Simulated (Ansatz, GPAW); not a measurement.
# How SrH2S2 (model structure) absorbs and reflects light, part 3 of 3

Wanted: where SrH2S2 (model structure) starts to absorb, how strongly, and its refractive index. The structure is a model built here, which may or may not match a known phase. It was built so: All Ca replaced by Sr and O replaced by S in the P-3m1 structure of CaH2O2. The cell is first relaxed with Ansatz.

GPAW 26.7.0; DFT, LDA, plane-wave PAW (GPAW data sets), scalar-relativistic, RPA, optical limit.

So far. Step 3 (Ground state): There is a gap, 2.98 eV on this mesh (points off the mesh can give less), so no carriers' term is needed.

### 5. Dielectric function, RPA

Local fields let the induced charge screen the field inside the cell, which as a rule lowers ε, most along directions where the density is uneven.

This step: DFT, LDA, plane-wave PAW (GPAW data sets), scalar-relativistic, RPA, optical limit (GPAW 26.7.0).

df.py reads:

```python
from gpaw.response.df import DielectricFunction

df = DielectricFunction('full.gpw', frequencies={'type': 'nonlinear', 'domega0': 0.03, 'omega2': 8},
                        ecut=30,
                        eta=0.2,
                        nbands=46,
                        txt='df.txt')
for direction in ['x', 'z']:
    df.get_dielectric_function(xc='RPA', direction=direction, filename=f'df_{direction}.csv')
```

Run with:

```
OMP_NUM_THREADS=1 python df.py
```

Numbers of over 12 decimals in the logs are rounded to 6 here.

Output:

```text
Using integrator: PointIntegrator
NonLinearFrequencyDescriptor(from 0.000 to 58.017 eV, 484 points)
Nonperiodic BCs:  [False False False]
Using integrator: PointIntegrator
NonLinearFrequencyDescriptor(from 0.000 to 58.017 eV, 484 points)
Nonperiodic BCs:  [False False False]

Calculating chi0 body with:
    Ground state adapter containing:
    Number of spins: 1
    Number of kpoints: 864
    Number of irreducible kpoints: 100
    Number of completely occupied states: 12
    Number of partially occupied states: 12

    Linear response parametrization:
    q_c: [0.0, 0.0, 0.0]
    Number of frequency points: 484
    Planewave cutoff: 30.0
    Number of bands: 46
    Number of planewaves: 41
    Broadening (eta): 0.2

Integrating chi0 body.

Symmetries of q_c:
    Direct symmetries (Uq -> q): 12
    Indirect symmetries (TUq -> q): 0
In total 12 allowed symmetries.

100 groups of equivalent kpoints. 88.425926% reduction.

Integral kind: spectral function

Calculating chi0 optical extensions with:
    Ground state adapter containing:
    Number of spins: 1
    Number of kpoints: 864
    Number of irreducible kpoints: 100
    Number of completely occupied states: 12
    Number of partially occupied states: 12

    Linear response parametrization:
    Number of frequency points: 484
    Planewave cutoff: 30.0
    Number of bands: 46
    Number of planewaves: 41
    Broadening (eta): 0.2
Integrating chi0 head and wings.

Symmetries of q_c:
    Direct symmetries (Uq -> q): 12
    Indirect symmetries (TUq -> q): 0
In total 12 allowed symmetries.

100 groups of equivalent kpoints. 88.425926% reduction.

Integral kind: spectral function wings
```

Wall time 26 s (1 thread of Arm Neoverse V2, shared host); peak memory 0.27 GiB.

Read-outs, printed or worked out from the files:

- electronic dielectric constant ε∞, mean over x, y and z (by symmetry where fewer were run): 3.525
- main peak of Im epsilon, first axis: 4.934 eV

Some rows of df_x.csv (energy; Re and Im without local fields; Re and Im with them):

```text
0.000000, 4.203795, -0.000000, 3.633346, -0.000000
0.555532, 4.229917, 0.019160, 3.654101, 0.015222
1.143969, 4.319084, 0.042812, 3.724927, 0.033998
1.768324, 4.501953, 0.078007, 3.870097, 0.061902
2.431988, 4.854163, 0.146020, 4.149493, 0.115835
3.138794, 5.630211, 0.371943, 4.765606, 0.297892
3.893091, 6.710792, 2.173937, 5.539871, 1.698230
4.699832, 5.457739, 4.650884, 4.843002, 3.510144
5.564682, 2.901136, 4.303442, 2.699644, 3.739185
6.494155, 2.202940, 3.237833, 1.644445, 2.683775
7.495775, 1.672248, 3.695158, 1.589810, 2.714577
8.578281, 1.298803, 4.141217, 1.471452, 3.066692
9.751884, -0.321784, 2.564021, 0.129693, 2.187282
11.028587, -0.041870, 1.802273, 0.249677, 1.497987
12.422601, 0.335323, 1.589623, 0.537785, 1.174742
13.950874, -0.024604, 1.427296, 0.707114, 1.049557
15.633783, 0.017145, 0.662168, 0.493640, 1.048863
17.496047, 0.487435, 0.422895, 0.559388, 0.659573
19.567954, 0.879317, 0.574643, 0.568164, 0.532410
```

Values under the direct gap are tails of Lorentzian lines. Table of Im ε by photon energy; read off at these points:

```
photon energy (eV)   E ∥ x    E ∥ z
              0.00       0        0
              0.50  0.0136  0.00825
              1.00  0.0290   0.0172
              1.50  0.0484   0.0276
              2.00  0.0764   0.0410
              2.50   0.124   0.0600
              3.00   0.234   0.0915
              3.50   0.739    0.167
              4.00    1.96    0.423
              4.50    3.01    0.935
              4.93    4.02     1.70
              5.00    3.98     1.80
              5.50    3.75     2.82
              6.00    3.50     3.09
              6.50    2.67     2.71
              7.00    2.69     3.13
              7.27    2.88     3.12
              7.50    2.71     3.28
              8.00    2.63     3.59
              8.50    3.03     3.71
              8.89    3.23     3.89
              9.00    3.19     4.06
              9.22    3.05     4.41
              9.50    2.67     4.16
             10.00    2.06     3.20
             10.50    1.73     2.22
             11.00    1.51     2.13
             11.50    1.23     1.91
             12.00    1.24     1.48
             12.50    1.17     1.42
             13.00    1.09     1.44
             13.50    1.01     1.18
             14.00    1.05    0.941
             14.50    1.14    0.788
             15.00    1.11    0.769
             15.50    1.04    0.856
             16.00   0.950    0.804
             16.50   0.817    0.737
             17.00   0.675    0.652
             17.50   0.660    0.572
             18.00   0.639    0.610
             18.50   0.661    0.622
             19.00   0.631    0.580
             19.50   0.548    0.512
             20.00   0.498    0.484
             20.50   0.526    0.484
             21.00   0.512    0.438
```

The Re ε by photon energy:

```
photon energy (eV)  E ∥ x    E ∥ z
                 0   3.63     3.31
                 1   3.70     3.35
                 2   3.95     3.49
                 3   4.60     3.80
                 4   5.54     4.48
                 5   3.74     4.98
                 6   2.11     3.64
                 7   2.09     3.08
                 8   1.92     2.61
                 9  0.837     1.82
                10  0.231   -0.522
                11  0.255   0.0103
                12  0.516  -0.0466
                13  0.537   0.0216
                14  0.714   0.0459
                15  0.572    0.390
                16  0.398    0.376
                17  0.461    0.387
                18  0.566    0.513
                19  0.567    0.491
                20  0.648    0.518
                21  0.708    0.509
```

The reflectivity at normal incidence by photon energy; read off at these points:

```
photon energy (eV)  E ∥ x (%)  E ∥ z (%)
               0.0       9.72       8.43
               1.0       9.99       8.60
               2.0       10.9       9.16
               3.0       13.3       10.4
               4.0       18.0       12.9
               4.8       20.5       15.9
               5.0       20.2       16.3
               6.0       18.2       16.9
               7.0       14.1       16.5
               7.3       15.4       16.5
               8.0       13.9       18.3
               9.0       19.9       21.2
               9.5       22.1       25.9
              10.0       17.8       29.1
              11.0       14.5       20.4
              12.0       9.70       18.9
              13.0       8.40       17.6
              14.0       6.55       16.0
              15.0       8.19       8.12
              16.0       9.14       8.56
              17.0       6.40       7.48
              18.0       4.76       5.22
              19.0       4.70       5.33
              20.0       2.99       4.35
              21.0       2.61       4.21
```

Values under the direct gap are tails of Lorentzian lines. Table of loss function −Im 1/ε at q → 0 by energy loss; read off at these points:

```
energy loss (eV)    E ∥ x    E ∥ z
            0.00        0        0
            0.50  0.00102   7.5e-4
            1.00  0.00211  0.00153
            1.50  0.00336  0.00239
            2.00  0.00490  0.00337
            2.50  0.00708  0.00460
            3.00   0.0111  0.00635
            3.50   0.0255   0.0100
            4.00   0.0568   0.0209
            4.50   0.0897   0.0377
            5.00    0.134   0.0641
            5.50    0.171   0.0971
            6.00    0.210    0.136
            6.50    0.271    0.148
            7.00    0.232    0.163
            7.50    0.275    0.172
            8.00    0.248    0.182
            8.50    0.263    0.202
            9.00    0.293    0.205
            9.50    0.375    0.237
           10.00    0.479    0.305
           10.50    0.574    0.447
           11.00    0.645    0.469
           11.40    0.745    0.503
           11.50    0.738    0.519
           12.00    0.688    0.676
           12.50    0.701    0.692
           13.00    0.738    0.695
           13.50    0.711    0.851
           14.00    0.650     1.06
           14.50    0.668     1.19
           15.00    0.711     1.03
           15.50    0.773    0.959
           16.00    0.896     1.02
           16.50    0.978     1.11
           16.85     1.04     1.14
           17.00     1.01     1.13
           17.50    0.882     1.06
           18.00    0.877    0.960
           18.50    0.798     1.00
           19.00    0.877     1.00
           19.50    0.891     1.03
           20.00    0.745    0.963
           20.50    0.712    0.923
           21.00    0.671    0.972
```

The Im ε, E ∥ x has structure finer than the step of the table below, so its rows give means over 1 eV, whole bins alone (the curve runs from 0 to 21.2 eV). Peaks (eV: height): without local fields 4.9: 5.10, 7.3: 3.99, 8.9: 4.31; with local fields 4.9: 4.02, 8.9: 3.23.

Values under the direct gap are tails of Lorentzian lines. The Im ε, E ∥ x by photon energy; means over each step:

```
photon energy (eV)  without local fields  with local fields
                 1                0.0373             0.0296
                 2                 0.100             0.0796
                 3                 0.363              0.292
                 4                  2.58               1.96
                 5                  4.63               3.73
                 6                  3.89               3.39
                 7                  3.60               2.69
                 8                  3.71               2.72
                 9                  3.99               3.07
                10                  2.43               2.10
                11                  1.77               1.47
                12                  1.58               1.21
                13                  1.60               1.09
                14                  1.39               1.07
                15                 0.908               1.10
                16                 0.571              0.949
                17                 0.441              0.703
                18                 0.403              0.646
                19                 0.502              0.626
                20                 0.693              0.514
```

At chosen wavelengths:

```
wavelength (nm)   n x    k x  R (%) x   1/α x   n z    k z  R (%) z   1/α z
           1550  1.92  0.006      9.9   21 µm  1.83  0.004      8.5   33 µm
           1064  1.93  0.009     10.1  9.4 µm  1.83  0.006      8.7   15 µm
            633  1.98  0.019     10.9  2.7 µm  1.87  0.011      9.1  4.7 µm
            450  2.09  0.040     12.5  898 nm  1.92  0.019     10.0  1.9 µm
            405  2.16  0.060     13.5  538 nm  1.96  0.025     10.5  1.3 µm
            365  2.28  0.121     15.3  240 nm  2.00  0.036     11.2  814 nm
            308  2.39  0.424     18.1   58 nm  2.12  0.104     13.0  236 nm
```

Below the direct gap, k and the depth come from the tails of the Lorentzian lines, not from transitions.

Rows near the edge hang on the gap, which this functional as a rule makes too small, and phonon-assisted absorption is left out.

At 1064 nm the birefringence n(z) − n(x) is -0.097: the crystal is uniaxial negative at this level.

### 6. Summary of results

- electronic dielectric constant ε∞, mean over x, y and z (by symmetry where fewer were run) (RPA): 3.52
- main peak of Im epsilon, first axis: 4.93 eV

In words: At this level (LDA, RPA) SrH2S2 has a mean ε∞ = 3.52 and n = 1.92 at 1550 nm (E ∥ x), and Im ε peaks at 4.9 eV (E ∥ x). The cell shrank by 3.6 % in volume. On the mesh the gap is 2.98 eV and the least direct gap 3.49 eV, so on this mesh the band edges lie at different points. Local fields change the static value along x from 4.20 to 3.63 (-14 %). Distinct maxima of Im ε, read by a parabola through the highest points, lie at 4.93 eV (4.0), 7.28 eV (2.9) and 8.90 eV (3.2) for E ∥ x. The static values by axis are 3.63 (x), 3.31 (z). At 1064 nm the birefringence n(z) − n(x) is -0.097: the crystal is uniaxial negative at this level. Excitons and phonon-assisted transitions are missing; LDA gaps are as a rule too small, which pulls the onset down and ε∞ up. The sum runs over mesh points, so small or evenly spaced maxima can still be ripples of the mesh. The curves end at 21 eV, about where the summed bands run out.

[Machine, clock and banner lines and Python warnings are left out of the logs.]

[Logs are printed without paths, hosts, clocks, repeated set-up lines and the standing remarks that a program may print on its own settings, such as how far it seeks lower states.]

[Hosts, paths, dates, database ids (printed as entryN), source tags and the programs' standing remarks are cut or masked in the printed files.]
